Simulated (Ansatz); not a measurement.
# (BP)2(AlN)1 [001] superlattice, started as zinc blende: a soft mode frozen in

Aim: this structure of (BP)2(AlN)1 [001] superlattice, started as zinc blende is to be tested for unstable modes, and one is followed downhill.

Program: Ansatz 0.2.0. Level of theory: DFT PBEsol, scalar-relativistic, plane waves, PAW. Results are calculated unless marked as measured.

The structure was built from a prototype and need not be the compound's stable phase.

## 1. Starting point

It takes space group Imm2 (No. 44, orthorhombic). The conventional cell has a = 3.099 Å, b = 3.224 Å, c = 13.799 Å, α = 90.00°, β = 90.00°, γ = 90.00°. Nearest to Al lie 2 N at 1.89 Å and 2 P at 2.31 Å. Nearest to B lie 2 N at 1.76 Å and 2 P at 1.96 Å. B has 4 P at 1.93 to 1.94 Å nearest. Nearest to N lie 2 B at 1.76 Å and 2 Al at 1.89 Å. Nearest to P lie 4 B at 1.93 to 1.96 Å. Nearest to P lie 2 B at 1.94 Å and 2 Al at 2.31 Å. Farther neighbours and most contacts between anions are not listed.

## 2. Modes at Γ

The cell comes from relaxations at this level that are not shown. The zone centre is the only wavevector solved here; it holds the modes that light can see, as far as symmetry allows. No field response is asked, since the mesh shows no gap.

input.yaml

```yaml
crystal:
  lattice:
    - [2.2797130241, 2.2797130241, 0.0]
    - [-2.1910097814, 2.1910097814, 0.0]
    - [2.2353614027, 0.0443516214, 6.8993021203]
  atoms:
    - { symbol: Al, position: [0.6400392196, 0.3599607804, 0.7199215608] }
    - { symbol: B, position: [0.0076679753, -0.0076679753, -0.0153359507] }
    - { symbol: B, position: [0.3429475267, 0.6570524733, 0.3141049466] }
    - { symbol: "N", position: [0.0683177609, 0.4316822391, 0.8633644783] }
    - { symbol: P, position: [0.4264180325, 0.0735819675, 0.1471639351] }
    - { symbol: P, position: [0.7646094851, 0.7353905149, 0.4707810299] }
kpoints:
  mp_grid: { grid: [12, 12, 12] }
hamiltonian:
  xc: pbesol
scf:
  occupations: { method: methfessel_paxton, width: 0.2 }
output:
  eigenvalues: true
phonons:
  method: dfpt
```

Run with:

```bash
> ansatz run input.yaml --threads 8 --pin off --max-ram 14336MiB --backend cpu --events-out ev --progress --plain --runs-dir out
```

Numbers of over 12 decimals in the logs are rounded to 6 here.

Log:

```text
Warning: crystal.symmetry: narrowed to the stabiliser of the run's FFT grids — unitary ops 4 → 1. A phonons.method: dfpt run fills in the rows of the dynamical matrix that it does not solve by its symmetry operations, which is exact only for operations that map its FFT grids onto themselves: filled in by any other, the frequencies could depend on the order in which like atoms are typed, or, by more than the grids' own error, on where the crystal sits among the grids' points. Excluded: 3 operations. The run can therefore solve more perturbations, solve them on more k-points, or both, and cost more. [rest of the remark cut]
Engine: ansatz 0.2.0, x86_64-unknown-linux-gnu
Pseudopotentials: kind: paw
Pseudopotential: Al, paw, valence charge 3, recommended cutoff 420 eV (normal), Al.paw.azcp
Pseudopotential: B, paw, valence charge 3, recommended cutoff 420 eV (normal), B.paw.azcp
Pseudopotential: N, paw, valence charge 5, recommended cutoff 420 eV (normal), N.paw.azcp
Pseudopotential: P, paw, valence charge 5, recommended cutoff 420 eV (normal), P.paw.azcp
Functional definition: PBEsol
  exchange = pbesol_x
  correlation = pbesol_c
Crystal: 6 atoms, lattice volume = 68.922 Å³
Basis set: ecut = 420 eV, 1339 PW (Γ), exchange–correlation on 48×48×100 points (8 copies of the dense FFT grid, shifted against one another)
Bands: 18, of which v1, the nominal top of the filled ones, is band 12 counted from 1 (11 counted from 0)
Symmetry: 4 space group operations
k-points: 868 of 1728 (irreducible under 1 space group operation, time reversal used)
Non-local potential: Al, projectors of the file, l = 0: 2, l = 1: 2, l = 2: 1
Non-local potential: B, projectors of the file, l = 0: 2, l = 1: 2, l = 2: 1
Non-local potential: N, projectors of the file, l = 0: 2, l = 1: 2, l = 2: 1
Non-local potential: P, projectors of the file, l = 0: 2, l = 1: 2, l = 2: 2
PAW form: soft (Blöchl's): semilocal exchange-correlation on the pseudo side does not see the compensation charge
PAW frozen core: Al, regenerated for the run's functional, and the local potential with it (the file was generated under x = pbe(κ = 0.804, μ = 0.219515), c = pbe(β = 0.066725))
PAW frozen core: B, regenerated for the run's functional, and the local potential with it (the file was generated under x = pbe(κ = 0.804, μ = 0.219515), c = pbe(β = 0.066725))
PAW frozen core: N, regenerated for the run's functional, and the local potential with it (the file was generated under x = pbe(κ = 0.804, μ = 0.219515), c = pbe(β = 0.066725))
PAW frozen core: P, regenerated for the run's functional, and the local potential with it (the file was generated under x = pbe(κ = 0.804, μ = 0.219515), c = pbe(β = 0.066725))
PAW one-centre angular grid: Al, 110 points (default); XC on 64 Gauss nodes
PAW one-centre angular grid: B, 110 points (default); XC on 64 Gauss nodes
PAW one-centre angular grid: N, 110 points (default); XC on 64 Gauss nodes
PAW one-centre angular grid: P, 110 points (default); XC on 64 Gauss nodes
Initial density: superposition of atomic densities (neutral atoms: chi_scale 0, normalization atom), corrected by the library's trained network
Initial wavefunctions: pseudopotential atomic-orbital guess
Functional: x = pbesol(κ = 0.804, μ = 0.123457), c = pbesol(β = 0.046)
SCF iter   1: F=—  HF=-2690.680631 eV  |F-HF|=—  |Δ(HF+E_count)|=         —  Δρ=6.82e-3  dr2=3.98e-2  ethr=1.77e-3  ⟨swp⟩=6.4  Hψ=98417  notcnv=0
preconditioner: auto → Kerker (q_TF=auto, 2.288 Å⁻¹)  [metal: Δε(μ)=0.003 eV  Ē_g=10.939 eV  σ=0.200 eV  W_gap=0.01  n_scr=12 (ndim 8)  ℏωp=21.9 eV  f_vac=0.000  D(μ)=0.46/eV (n_scr^D=2)]
SCF iter   2: F=—  HF=-2690.673288 eV  |F-HF|=—  |Δ(HF+E_count)|=   7.34e-3  S|Δr|=    0.00e0  Δρ=3.09e-3  dr2=1.20e-2  ethr=1.66e-4  ⟨swp⟩=1.3  Hψ=24144  notcnv=0
SCF iter   3: F=—  HF=-2690.670862 eV  |F-HF|=—  |Δ(HF+E_count)|=   2.43e-3  S|Δr|=    0.00e0  Δρ=1.21e-3  dr2=2.75e-3  ethr=4.99e-5  ⟨swp⟩=1.5  Hψ=18708  notcnv=0
SCF iter   4: F=—  HF=-2690.670336 eV  |F-HF|=—  |Δ(HF+E_count)|=   5.26e-4  S|Δr|=    0.00e0  Δρ=3.60e-4  dr2=2.25e-4  ethr=1.15e-5  ⟨swp⟩=2.3  Hψ=23755  notcnv=0
SCF iter   5: F=—  HF=-2690.670317 eV  |F-HF|=—  |Δ(HF+E_count)|=   1.89e-5  S|Δr|=    0.00e0  Δρ=1.15e-4  dr2=2.00e-5  ethr=9.36e-7  ⟨swp⟩=2.3  Hψ=23587  notcnv=0
SCF iter   6: F=—  HF=-2690.670314 eV  |F-HF|=—  |Δ(HF+E_count)|=   2.99e-6  S|Δr|=    0.00e0  Δρ=3.10e-5  dr2=1.11e-6  ethr=8.34e-8  ⟨swp⟩=2.7  Hψ=25207  notcnv=0
SCF iter   7: F=—  HF=-2690.670314 eV  |F-HF|=—  |Δ(HF+E_count)|=   9.30e-8  S|Δr|=    0.00e0  Δρ=8.39e-6  dr2=6.83e-8  ethr=4.64e-9  ⟨swp⟩=2.2  Hψ=24217  notcnv=0
SCF iter   8: F=—  HF=-2690.670314 eV  |F-HF|=—  |Δ(HF+E_count)|=   1.05e-8  S|Δr|=    0.00e0  Δρ=1.54e-6  dr2=2.85e-9  ethr=2.85e-10  ⟨swp⟩=2.5  Hψ=24440  notcnv=0
SCF iter   9: F=—  HF=-2690.670314 eV  |F-HF|=—  |Δ(HF+E_count)|=  2.73e-11  S|Δr|=    0.00e0  Δρ=4.04e-7  dr2=3.22e-10  ethr=1.19e-11  ⟨swp⟩=2.1  Hψ=24592  notcnv=0
SCF iter  10: F=—  HF=-2690.670314 eV  |F-HF|=—  |Δ(HF+E_count)|=  4.82e-11  S|Δr|=    0.00e0  Δρ=1.14e-7  dr2=2.72e-11  ethr=1.34e-12  ⟨swp⟩=2.0  Hψ=23395  notcnv=0
SCF iter  11: F=-2690.670314 eV  HF=-2690.670314 eV  |F-HF|=4.55e-13  |Δ(HF+E_count)|=  4.09e-12  S|Δr|=    0.00e0  Δρ=3.13e-8  dr2=9.67e-13  ethr=1.00e-12  ⟨swp⟩=10.7  Hψ=91886  notcnv=0
SCF 1 converged in 11 iterations: F = -2690.670314 eV  dr2 = 9.67e-13
  greatest PAW one-centre occupation: 0.783 electrons in one spin orbital (limit 2), on the N atom at site 3 (counted from 0), in its partial waves of l = 0
DFPT response loops at Γ: preconditioner auto → Kerker (q_TF=auto, 2.288 Å⁻¹) (partly filled bands, converged f_vac=0.000); β = 1.00, the filter's whole step (`scf.mixing.beta` (0.50) is not read by the response loops under this deck's `scf.mixing.preconditioner`; to damp them name `kerker` or `kerker_dos`, under which they read `scf.mixing.beta`, and type it under 1.00, their step now; both keys bind the ground state too); Broyden in place of MSR1
SCF converged after 11 iterations
Stability not checked: this state was not tested for a lower state beside it, because cold or Methfessel-Paxton smearing, or corrected tetrahedra, fill the levels in a way that the test cannot read (fill_not_monotonic; see scf.lower_state_search)
Free energy (F): -2690.670314 eV
Harris-Foulkes:  -2690.670314 eV  (|F-HF|=4.55e-13)
Internal energy: -2690.672760 eV  (E = F + TS)
E sigma→0 (E₀):  -2690.670925 eV
Entropy (-TS):   0.002446 eV (0.408 meV/atom)
Fermi energy:    10.282765 eV
--- Per-component energies (eV) ---
  E_band       = 54.653787
  E_kinetic    = 397.254853
  E_local      = -400.106986  (includes V_loc(G=0)·N_el)
  E_nonlocal   = 146.991797
  E_hartree    = 130.173500
  E_xc         = -287.690425
  E_vxc        = -306.369864  (∫ρ·V_xc dr)
  E_paw        = -1836.570279  (= ΣΔE_a)
  E_vpaw       = -43.463107  (= ΣTr[D̂ρ^β])
  E_aug_tail   = 0.000092  (compensation charges beyond the density's cutoff)
  E_ewald      = -840.894164
  E_core_change = 0.168852  (= ΣΔE_core)
  E_smearing   = 0.002446  (= −TS)
  E_closure    = 0.000000  (closes the sum)
  Σ components = -2690.670314   (vs F -2690.670314, Δ=0.00e0)
--- Band table (eV; the first three rows and the last of 868) ---
  k-point 0: bands = [... 8 lower, 6.5991, 8.2036, 8.5537, 9.2107, 10.6006, 11.2704, 11.6197, 12.9530, ... 2 higher]
  k-point 1: bands = [... 8 lower, 6.6070, 8.0954, 8.5289, 9.2566, 10.5706, 11.2668, 11.6119, 13.0293, ... 2 higher]
  k-point 2: bands = [... 8 lower, 6.6288, 7.8268, 8.4608, 9.3439, 10.4913, 11.2683, 11.5867, 13.2165, ... 2 higher]
  k-point 867: bands = [... 8 lower, 3.9853, 4.1864, 5.1422, 5.1449, 10.1693, 11.2384, 12.3796, 12.6147, ... 2 higher]
--- Phonons (Γ-DFPT): 18 representative perturbations + reference, on 868 of 1728 k-points (Σ response iterations 54) ---
  ASR residual: 4.267e-5 → 0.000e0 eV/Å²; symmetrization residual: 7.583e-7 eV/Å²
  The last average, over the group as it would stand without the narrowing to the FFT grids, took up to 5.219e-6 eV/Å² of the zone centre's force constants
  ASR residual per site (eV/Å²): 3.89e-5 5.98e-6 1.53e-6 4.27e-5 9.62e-6 1.04e-5
  Γ frequencies (cm⁻¹): -179.30 0.00 0.00 0.00 188.83 215.21 272.44 333.10 394.16 406.76 441.20 601.75 690.16 752.89 760.08 788.53 791.36 806.71
  non-analytic LO–TO correction: not included (Born effective charges unavailable; polar crystals: no LO–TO splitting at Γ)
```

Wall time 2.7 min (8 threads of Intel Xeon Platinum 8488C (Sapphire Rapids), shared host); peak memory 3.7 GiB; 19 min of CPU time.

This step gave:

```
volume per atom                                         : 11.49 Å³
gap on the k-mesh                                       : 0 eV
sum-rule residual before enforcement                    : 4.27e-5 eV/Å²
point group                                             : mm2
highest optical mode at the zone centre (no LO-TO term) : 806.7 cm⁻¹
lowest optical zone-centre mode                         : -179.3 cm⁻¹
```

Patterns of degenerate modes are one choice out of their space. Modes at Γ, with each element's share of the kinetic energy (negative means imaginary):

```
mode  frequency (cm⁻¹)  symmetry  Al %  B %  N %  P %
   1            -179.3        B1     0   57   43    0
   2               0.0  acoustic    22   17   11   50
   3               0.0  acoustic    22   17   11   50
   4               0.0  acoustic    22   17   11   50
   5             188.8        B1    20   11    9   60
   6             215.2        B2    37   12   13   38
   7             272.4        B2    14   16    3   67
   8             333.1        B1    14   33   24   30
   9             394.2        B1    44    9   13   33
  10             406.8        A1    45    7    0   47
  11             441.2        A1    10   13   20   56
  12             601.8        A1    22   13   39   25
  13             690.2        B2    21   25   43   11
  14             752.9        B2     3   67   12   19
  15             760.1        B1     0   72    0   27
  16             788.5        A1     0   83    2   15
  17             791.4        A1     1   66   27    7
  18             806.7        B2     4   63   18   16
```

Displacements in mode 1 (-179.3 cm⁻¹), the largest set to 1:
```
Al1 -0.05  0.05  0.00
B2   1.00 -1.00  0.00
B3   0.03 -0.03  0.00
N4  -0.76  0.76  0.00
P5   0.02 -0.02  0.00
P6   0.01 -0.01  0.00
```

Displacements in mode 9 (394.2 cm⁻¹), the largest set to 1:
```
Al1 -1.00  1.00  0.00
B2   0.65 -0.65  0.00
B3  -0.34  0.34  0.00
N4   0.76 -0.76  0.00
P5  -0.32  0.32  0.00
P6   0.74 -0.74  0.00
```

Before it was imposed, the acoustic sum rule was missed by 4.3e-5 eV/Å². Small misses are needed for a sound result but don't prove that mesh and cutoff are converged. The lowest optical mode is imaginary, 179.3i cm⁻¹, so the energy falls along it.

## 3. The mode frozen in, largest atomic shift 0 Å

The mode followed lies at Γ with frequency 179.3i cm⁻¹, the softest among the wavevectors solved. At small amplitude the distorted cell has space group no. 8 by a symmetry search on the positions. The undistorted cell that holds it gives the zero of energy on the same k mesh.

Changes to input.yaml since step 2:

```diff
@@ -7,3 +7,3 @@
     - { symbol: Al, position: [0.6400392196, 0.3599607804, 0.7199215608] }
-    - { symbol: B, position: [0.0076679753, -0.0076679753, -0.0153359507] }
+    - { symbol: B, position: [0.0076679753, 0.9923320247, 0.9846640493] }
     - { symbol: B, position: [0.3429475267, 0.6570524733, 0.3141049466] }
@@ -19,4 +19,4 @@
 output:
+  forces: true
+  stress: true
   eigenvalues: true
-phonons:
-  method: dfpt
```

Log:

```text
[...]
Crystal: 6 atoms, lattice volume = 68.922 Å³
Basis set: ecut = 420 eV, 1339 PW (Γ), exchange–correlation on 48×48×100 points (8 copies of the dense FFT grid, shifted against one another)
Bands: 18, of which v1, the nominal top of the filled ones, is band 12 counted from 1 (11 counted from 0)
Symmetry: 4 space group operations
[...]
k-point 0: bands = [... 8 lower, 6.5991, 8.2035, 8.5536, 9.2106, 10.6005, 11.2704, 11.6196, 12.9530, ... 2 higher]
  k-point 1: bands = [... 8 lower, 6.6069, 8.0953, 8.5288, 9.2565, 10.5705, 11.2668, 11.6118, 13.0293, ... 2 higher]
  k-point 2: bands = [... 8 lower, 6.6288, 7.8268, 8.4608, 9.3439, 10.4913, 11.2683, 11.5867, 13.2165, ... 2 higher]
  k-point 279: bands = [... 8 lower, 4.1625, 4.4123, 5.0152, 5.0553, 10.5315, 11.4169, 11.5922, 12.0374, ... 2 higher]
[key lines of the parts left out:]
SCF converged after 7 iterations
Free energy (F): -2690.670314 eV
Fermi energy:    10.282720 eV
P = ⅓ Tr σ = 0.0002 GPa (0.002 kbar)
```

It took 3.1 s on 8 threads; peak memory 0.78 GiB; 23 s of CPU time.

This step gave:

- pressure: 1.54e-4 GPa
- energy from the undistorted cell: 0 meV/atom

The run ends at a pressure of 0.00 GPa, with forces up to 6.6e-4 eV/Å.

## 4. The mode frozen in, largest atomic shift 0.08 Å

The atoms are moved along the unstable eigenvector, the largest shift by 0.08 Å, with the cell fixed.

input.yaml, the sections that differ from step 3:

```yaml
crystal:
  lattice:
    - [2.2797130241, 2.2797130241, 0.0]
    - [-2.1910097814, 2.1910097814, 0.0]
    - [2.2353614027, 0.0443516214, 6.8993021203]
  atoms:
    - { symbol: Al, position: [0.6400392196, 0.3611814531, 0.7199215608] }
    - { symbol: B, position: [0.0076679753, 0.9665135445, 0.9846640493] }
    - { symbol: B, position: [0.3429475267, 0.6561761004, 0.3141049466] }
    - { symbol: "N", position: [0.0683177609, 0.451342377, 0.8633644783] }
    - { symbol: P, position: [0.4264180325, 0.0730826875, 0.1471639351] }
    - { symbol: P, position: [0.7646094851, 0.7352523581, 0.4707810299] }
# kpoints, hamiltonian, scf, output: as in step 3
```

Log:

```text
[...]
Crystal: 6 atoms, lattice volume = 68.922 Å³
Basis set: ecut = 420 eV, 1339 PW (Γ), exchange–correlation on 48×48×100 points (8 copies of the dense FFT grid, shifted against one another)
Bands: 18, of which v1, the nominal top of the filled ones, is band 12 counted from 1 (11 counted from 0)
Symmetry: 2 space group operations
[...]
k-point 0: bands = [... 8 lower, 6.5774, 8.1711, 8.5847, 9.2074, 10.5850, 11.2624, 11.5883, 12.9273, ... 2 higher]
  k-point 1: bands = [... 8 lower, 6.5849, 8.0684, 8.5594, 9.2501, 10.5572, 11.2587, 11.5810, 12.9837, ... 2 higher]
  k-point 2: bands = [... 8 lower, 6.6053, 7.8113, 8.4902, 9.3333, 10.4828, 11.2603, 11.5566, 13.1021, ... 2 higher]
  k-point 475: bands = [... 8 lower, 4.1564, 4.4043, 5.0111, 5.0538, 10.5298, 11.4011, 11.5834, 12.0205, ... 2 higher]
[key lines of the parts left out:]
SCF converged after 7 iterations
Free energy (F): -2690.675555 eV
Fermi energy:    10.262283 eV
P = ⅓ Tr σ = 0.6502 GPa (6.502 kbar)
```

Wall time 5.2 s (8 threads); peak memory 0.99 GiB.

Numbers from this step:

* pressure: 0.6502 GPa
* energy from the undistorted cell: -0.875 meV/atom

The energy, extrapolated to zero smearing, is -0.88 meV/atom against the undistorted cell.

The run ends at a pressure of 0.65 GPa, with forces up to 0.18 eV/Å.

## 5. Energy along the mode, all amplitudes (two of the runs are shown above)

An imaginary frequency means negative curvature, so the energy should fall and then rise again as anharmonic terms take over.

This step gave:

```yaml
depth_at_the_lowest_point_sampled: 0.875 meV/atom
largest_atomic_shift_at_that_point: 0.08 Å
```

Energy from the parent against largest shift of an atom, one sign:

```
largest shift of an atom, one sign (Å)  energy from the parent (meV/atom)
                                0.0000                                  0
                                0.0400                              -0.28
                                0.0800                             -0.875
                                0.1400                             -0.468
                                0.2200                               12.0
```

Displacement at unit largest shift by atom:

```
atom   x (Å)   y (Å)  z (Å)   size
 Al1  -0.033   0.033  0.000  0.047
  B2   0.707  -0.707  0.000  1.000
  B3   0.024  -0.024  0.000  0.034
  N4  -0.538   0.538  0.000  0.761
  P5   0.014  -0.014  0.000  0.020
  P6   0.004  -0.004  0.000  0.006
```

The lowest of the steps tried is at 0.08 Å, 0.875 meV/atom below the parent; the bottom of the well need not coincide with a step.

[end of part 1 of 3]

[Logs are printed without paths, hosts, clocks, repeated set-up lines and the standing remarks that a program may print on its own settings, such as how far it seeks lower states.]

[Hosts, paths, dates, database ids (printed as entryN), source tags and the programs' standing remarks are cut or masked in the printed files.]
